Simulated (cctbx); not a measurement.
## Diagnosing a refinement

Cell a = 9.1370 Å, b = 9.1370 Å, c = 5.3740 Å, α = 90.00°, β = 90.00°, γ = 90.00°; space group I4/mmm (no. 139).

The data are simulated with cctbx, not measured: synchrotron X-rays, λ = 0.7749 Å, to d = 0.77 Å, 80 % of the full sphere, strongest reflection 40000 counts, noise from counting, a 4 % proportional error and a noise floor of 8 counts (s.d.); no absorption, and some extinction, which the refinements don't model.

An anisotropic refinement with weights 1/σ² prints:

```text
Rint 0.029, 173 unique reflections to 0.77 A
cycle     R1     wR2    GooF  max shift (A)
   1  0.0785  0.2424  10.415   0.00925
   2  0.0371  0.1275   5.475   0.00003
final R1 0.0371 wR2 0.1275 GooF 5.475  parameters 14  data/parameter 12.4
atom        x        y        z      Ueq    occ   su(xyz)  su(Uiso or U11)
In1    0.75000  0.75000  0.25000   0.0184  1.000  0.00000  0.0007
Al1    0.00000  0.00000  0.00000  -0.0029  1.000  0.00000  0.0017  NPD
Al2    0.00000  0.21658  0.50000   0.0355  1.000  0.00074  0.0034
Al3    0.83495  0.50000  0.50000   0.0315  1.000  0.00064  0.0027
difference map: max 3.90 min -1.22 rms 0.36
Q1    0.0000  0.0000  0.0000    2    3.93  0.00 A from Al1
Q2    0.0000  0.4465  0.5000    8    0.75  1.59 A from Al3
Q3    0.0000  0.3580  0.0000    8    0.72  0.21 A from Al3
Q4    0.0000  0.1138  0.1971   16    0.64  1.48 A from Al1
Q5    0.1237  0.3185  0.5000   16    0.60  1.46 A from Al2
Q6    0.0786  0.4196  0.0566   32    0.54  1.10 A from Al3
```

Q: Accept it or mend it, and why?

Mend it. The fault: wrong element: Al1 is Sc. Against the right model at the same level, R1 goes from 0.0109 to 0.0371 and GooF from 1.09 to 5.47, U of Al1 shrinks from 0.0195 to -0.0029 Å², the top difference peak, 3.9 e/Å³, lies on Al1 and Al1 goes non-positive-definite. Al1 has 8 electrons too few and its U shrinks to make up, as expected.

The compound is ScAl8In4. The right model at the same level gives:

```text
Rint 0.029, 173 unique reflections to 0.77 A
cycle     R1     wR2    GooF  max shift (A)
   1  0.0406  0.1167   5.013   0.00227
   2  0.0109  0.0253   1.087   0.00000
final R1 0.0109 wR2 0.0253 GooF 1.087  parameters 14  data/parameter 12.4
atom        x        y        z      Ueq    occ   su(xyz)  su(Uiso or U11)
In1    0.75000  0.75000  0.25000   0.0171  1.000  0.00000  0.0001
Sc1    0.00000  0.00000  0.00000   0.0195  1.000  0.00000  0.0004
Al1    0.00000  0.21729  0.50000   0.0322  1.000  0.00014  0.0006
Al2    0.83571  0.50000  0.50000   0.0292  1.000  0.00013  0.0005
difference map: max 0.42 min -0.49 rms 0.12
Q1    0.0704  0.0704  0.5000    8    0.45  1.49 A from Al1
Q2    0.0000  0.3126  0.2903   16    0.40  1.42 A from Al1
Q3    0.0000  0.4485  0.5000    8    0.37  1.57 A from Al2
Q4    0.1214  0.2755  0.5000   16    0.37  1.23 A from Al1
Q5    0.1107  0.1107  0.0000    8    0.36  1.43 A from Sc1
Q6    0.0691  0.3887  0.3860   32    0.34  1.47 A from Al2
```

The model was made for the exercise: a known structure type with other elements put in, its volume estimated, not relaxed; displacement parameters are assumed.

[Middle refinement cycles are left out of these outputs.]

[Logs are printed without paths, hosts, clocks, repeated set-up lines and the standing remarks that a program may print on its own settings, such as how far it seeks lower states.]
